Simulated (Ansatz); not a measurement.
**Cs (Im-3m): phonon-mediated transition temperature**

Aim: the phonon-mediated transition temperature of Cs (Im-3m) at ambient pressure, over a range of μ*. The cell shown first is a relaxed one, from steps not shown here.

Program: Ansatz 0.2.0. Level of theory: DFT PBE, scalar-relativistic, plane waves, PseudoDojo norm-conserving pseudopotentials, in the first sound run; inputs show where later runs differ. Results are calculated unless marked as measured.

Report form: the programs' logs are mostly left out.

## 1. The cell after earlier relaxation steps

Symmetry: Im-3m, No. 229, cubic system. Conventional cell: a = 6.159 Å, b = 6.159 Å, c = 6.159 Å, α = 90.00°, β = 90.00°, γ = 90.00°.

## 2. Resistivity: PseudoDojo files

The run that gives the couplings also evaluates McMillan's and Allen and Dynes's formulas and, where asked, the Eliashberg equations, over a range of μ*.

File input.yaml:

```yaml
crystal:
  lattice:
    - [-3.0796505129, 3.0796505129, 3.0796505129]
    - [3.0796505129, -3.0796505129, 3.0796505129]
    - [3.0796505129, 3.0796505129, -3.0796505129]
  atoms:
    - { symbol: Cs, position: [0.0, 0.0, 0.0] }
kpoints:
  mp_grid: { grid: [6, 6, 6] }
hamiltonian:
  xc: pbe
  pseudopotentials: { kind: nc, accuracy: standard }
scf:
  occupations: { method: methfessel_paxton, width: 0.2 }
output:
  eigenvalues: true
phonons:
  method: dfpt
  qmesh: [2, 2, 2]
  temperatures: { t_max: 1000, t_step: 50 }
  qpath:
    path:
      - [[0.0, 0.0, 0.0], [0.5, -0.5, 0.5], [0.0, 0.0, 0.5], [0.0, 0.0, 0.0], [0.25, 0.25, 0.25], [0.5, -0.5, 0.5]]
      - [[0.25, 0.25, 0.25], [0.0, 0.0, 0.5]]
    npoints: 10
  electrical_resistivity:
    mesh: [8, 8, 8]
    temperatures: [20.0, 50.0, 80.0, 100.0, 150.0, 200.0, 273.0, 300.0, 400.0, 500.0, 600.0, 800.0]
  superconductivity: { mesh: [8, 8, 8], eliashberg_equations: false }
```

The run is started by

```
> ansatz run input.yaml --threads 4 --pin off --max-ram 10240MiB --backend cpu --events-out ev --progress --plain --runs-dir out
```

The job ended after 14 s (4 threads of Intel Xeon 6975P-C (Granite Rapids), shared host; peak memory 1.4 GiB).

Numbers from this step:

- volume per atom: 116.8 Å³
- metallic on mesh: yes
- gap on the k-mesh: 0 eV
- zero point energy: 0.004106 eV/cell
- share of imaginary modes in the plain interpolation between solved wavevectors: 0
- highest frequency, solved or plainly interpolated: 35.12 cm⁻¹
- Debye temperature (second moment): 44 K
- resistivity at 300 K: 36.72 μΩ cm
- coupling constant λ: 0.2638
- density of states at the Fermi level: 0.6498 states/eV a spin and cell
- log mean phonon energy ħω_log: 1.454 meV
- transport coupling constant λ_tr: 0.3082, 0.3082, 0.3082 (xx, yy, zz)
- Drude plasma energy: 3.052, 3.052, 3.052 eV (xx, yy, zz)
- resistivity times mean free path: 30.3, 30.3, 30.3 × 10⁻¹⁶ Ω m² (xx, yy, zz)
- second-moment phonon energy ħω₂: 2.269 meV
- coupling λ by branch: 0.15, 0.0386, 0.0747 (branches by rank of frequency)

An empty cell: under 1 mK by a formula, or no transition down to the floor of the Eliashberg search. Transition temperatures:

```
  μ*  McMillan Tc (K)  Allen–Dynes Tc (K)
0.08          0.00636             0.00643
 0.1          0.00189              0.0019
0.12                -                   -
0.13                -                   -
0.14                -                   -
0.16                -                   -
 0.2                -                   -
```

## 3. Coupling and resistivity: finite displacements

Finite displacements in a supercell are the other road to force constants and couplings; here with the base functional.

This step: DFT PBE, scalar-relativistic, plane waves, PAW (Ansatz 0.2.0).

Changes to input.yaml since step 2:

```diff
@@ -11,3 +11,2 @@
   xc: pbe
-  pseudopotentials: { kind: nc, accuracy: standard }
 scf:
@@ -17,4 +16,4 @@
 phonons:
-  method: dfpt
-  qmesh: [2, 2, 2]
+  method: fd
+  supercell: [2, 2, 2]
   temperatures: { t_max: 1000, t_step: 50 }
```

Wall time 9.6 s (4 threads); peak memory 1.8 GiB; 33 s of CPU time.

Numbers from this step:

* zero point energy: 0.004109 eV/cell
* highest frequency, solved or plainly interpolated: 35.2 cm⁻¹
* resistivity at 300 K: 36.95 μΩ cm
* coupling constant λ: 0.2641
* density of states at the Fermi level: 0.6505 states/eV a spin and cell
* log mean phonon energy ħω_log: 1.451 meV
* transport coupling constant λ_tr: 0.3091, 0.3091, 0.3091 (xx, yy, zz)
* Drude plasma energy: 3.051, 3.051, 3.051 eV (xx, yy, zz)
* resistivity times mean free path: 30.29, 30.29, 30.29 × 10⁻¹⁶ Ω m² (xx, yy, zz)
* second-moment phonon energy ħω₂: 2.266 meV
* coupling λ by branch: 0.151, 0.0387, 0.0743 (branches by rank of frequency)

An empty cell: under 1 mK by a formula, or no transition down to the floor of the Eliashberg search. Transition temperatures:

```
  μ*  McMillan Tc (K)  Allen–Dynes Tc (K)
0.08          0.00642             0.00649
 0.1          0.00191             0.00193
0.12                -                   -
0.13                -                   -
0.14                -                   -
0.16                -                   -
 0.2                -                   -
```

## 4. Coupling and resistivity: r2SCAN at its own relaxed cell

The functional sets the lattice constant, the bands and the force constants.

This step: DFT r2SCAN, scalar-relativistic, plane waves, PAW (Ansatz 0.2.0).

Changes to input.yaml since step 3:

```diff
@@ -2,5 +2,5 @@
   lattice:
-    - [-3.0796505129, 3.0796505129, 3.0796505129]
-    - [3.0796505129, -3.0796505129, 3.0796505129]
-    - [3.0796505129, 3.0796505129, -3.0796505129]
+    - [-3.1383505314, 3.1383505314, 3.1383505314]
+    - [3.1383505314, -3.1383505314, 3.1383505314]
+    - [3.1383505314, 3.1383505314, -3.1383505314]
   atoms:
@@ -10,3 +10,3 @@
 hamiltonian:
-  xc: pbe
+  xc: r2scan
 scf:
@@ -16,4 +16,4 @@
 phonons:
-  method: fd
-  supercell: [2, 2, 2]
+  method: dfpt
+  qmesh: [2, 2, 2]
   temperatures: { t_max: 1000, t_step: 50 }
```

It took 35 s on 4 threads; peak memory 3 GiB.

This step gave:

* volume per atom: 123.6 Å³
* zero point energy: 0.004044 eV/cell
* highest frequency, solved or plainly interpolated: 34.54 cm⁻¹
* Debye temperature (second moment): 43 K
* resistivity at 300 K: 10.52 μΩ cm
* coupling constant λ: 0.1171
* density of states at the Fermi level: 0.5915 states/eV a spin and cell
* log mean phonon energy ħω_log: 2.347 meV
* transport coupling constant λ_tr: 0.08669, 0.08669, 0.08669 (xx, yy, zz)
* Drude plasma energy: 3.132, 3.132, 3.132 eV (xx, yy, zz)
* resistivity times mean free path: 31.61, 31.61, 31.61 × 10⁻¹⁶ Ω m² (xx, yy, zz)
* second-moment phonon energy ħω₂: 2.846 meV
* coupling λ by branch: 0.034, 0.00949, 0.0736 (branches by rank of frequency)

An empty cell: under 1 mK by a formula, or no transition down to the floor of the Eliashberg search. Transition temperatures:

```
  μ*  McMillan Tc (K)  Allen–Dynes Tc (K)
0.08                -                   -
 0.1                -                   -
0.12                -                   -
0.13                -                   -
0.14                -                   -
0.16                -                   -
 0.2                -                   -
```

Table of Eliashberg function α²F by phonon energy; read off at these points:

```
phonon energy (meV)      α²F   α²F tr
               0.10        0        0
               0.20   4.8e-5        0
               0.30   2.5e-4   1.0e-4
               0.40   6.5e-4   2.0e-4
               0.50   9.9e-4   3.4e-4
               0.60  0.00163   6.9e-4
               0.70  0.00257  0.00153
               0.80  0.00395  0.00313
               0.90  0.00607  0.00599
               1.00  0.00925   0.0104
               1.10   0.0143   0.0184
               1.20   0.0189   0.0259
               1.30   0.0223   0.0311
               1.40   0.0246   0.0338
               1.50   0.0268   0.0358
               1.60    0.028   0.0356
               1.70   0.0350   0.0353
               1.80   0.0312   0.0291
               1.90   0.0286   0.0244
               2.00   0.0270   0.0205
               2.10   0.0256   0.0174
               2.20   0.0249   0.0153
               2.30   0.0266   0.0160
               2.40   0.0287   0.0174
               2.50   0.0320   0.0199
               2.60   0.0336   0.0194
               2.70   0.0347   0.0179
               2.80   0.0386   0.0190
               2.90   0.0439   0.0222
               3.00   0.0425   0.0191
               3.10   0.0489   0.0205
               3.20   0.0480   0.0194
               3.30   0.0495   0.0205
               3.40   0.0517   0.0222
               3.50   0.0586   0.0260
               3.60    0.077   0.0360
               3.70    0.105   0.0543
               3.80    0.139   0.0782
               3.90    0.148   0.0965
               3.96    0.153    0.109
               4.00    0.129   0.0901
               4.10   0.0743   0.0510
               4.20   0.0228   0.0159
```

The coupling constant from the curve is λ = 0.12; modes below 2.83 meV give half. The Eliashberg function α²F (α²F) has its highest peak at 3.96 meV.

## 5. Outcome

| Quantity | Value |
| --- | --- |
| meshes | q 2×2×2, k 6×6×6, scattering 8×8×8 |
| coupling constant λ | 0.117 |
| log mean phonon energy ħω_log | 2.35 meV |

**Reading.** In the last run (r2SCAN, q 2×2×2, k 6×6×6, scattering 8×8×8), with λ = 0.12 and ħω_log = 2.35 meV, Tc at μ* = 0.13 is under 1 mK by the formulas. Wikipedia's list of superconducting elements holds no transition of Cs at normal pressure, in line with the calculation. In that run Allen and Dynes's formula gives no transition above 0.05 K at μ* = 0.10 or more. By the run's own test λ is not converged in the fine mesh: it moves by 27 % between the two finest, and by up to 209 % in the other runs. The run's transport test calls it not converged in the mesh; ρ(300 K) moves by 21 % in the component that moves most. These meshes are coarse. Over the runs, λ takes the values 0.264, 0.264 and 0.117, in the order shown. μ* is a typed number, phonons are harmonic, and spin fluctuations are left out; with λ this near or under μ*(1 + 0.62 λ), the formulas give Tc only to its order of magnitude, or none.

[Logs are printed without paths, hosts, clocks, repeated set-up lines and the standing remarks that a program may print on its own settings, such as how far it seeks lower states.]

[Hosts, paths, dates, database ids (printed as entryN), source tags and the programs' standing remarks are cut or masked in the printed files.]
